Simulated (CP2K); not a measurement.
Two runs for the C K edge of chloroform. Run A: CP2K XAS_TDP, all-electron GAPW, PBEh(45%), aug-pc-2, TDA, no relativity. Run B differs in one setting.

First lines with a strength over 0.0015. A:

```
                     atom  energy (eV)  states  strength, one atom
C2 (bonded to 3 Cl and H)       285.78       3              0.1821
                                288.34       1              0.0181
                                290.14       1              0.0022
                                290.97       1              0.0041
                                292.40       2              0.0053
```

B:

```
                     atom  energy (eV)  states  strength, one atom
C2 (bonded to 3 Cl and H)       272.61       1              0.0102
                                273.32       2              0.0789
                                273.43       1              0.0046
                                274.30       1              0.0033
                                274.49       2              0.0064
```

Which was it: the functional, scalar relativity switched on, GW2X switched on, the basis?

The functional (functional from PBEh(45%) to PBE; the lines alone don't name the new value). A functional moves all lines by electronvolts and changes their spacings and strengths. For C2 the rule picks another line of the list in the two runs, so no shift is given.

[Banner, clock and machine lines of the logs are left out without a mark of their own.]

[Logs are printed without paths, hosts, clocks, repeated set-up lines and the standing remarks that a program may print on its own settings, such as how far it seeks lower states.]

[Hosts, paths, dates, database ids (printed as entryN), source tags and the programs' standing remarks are cut or masked in the printed files.]
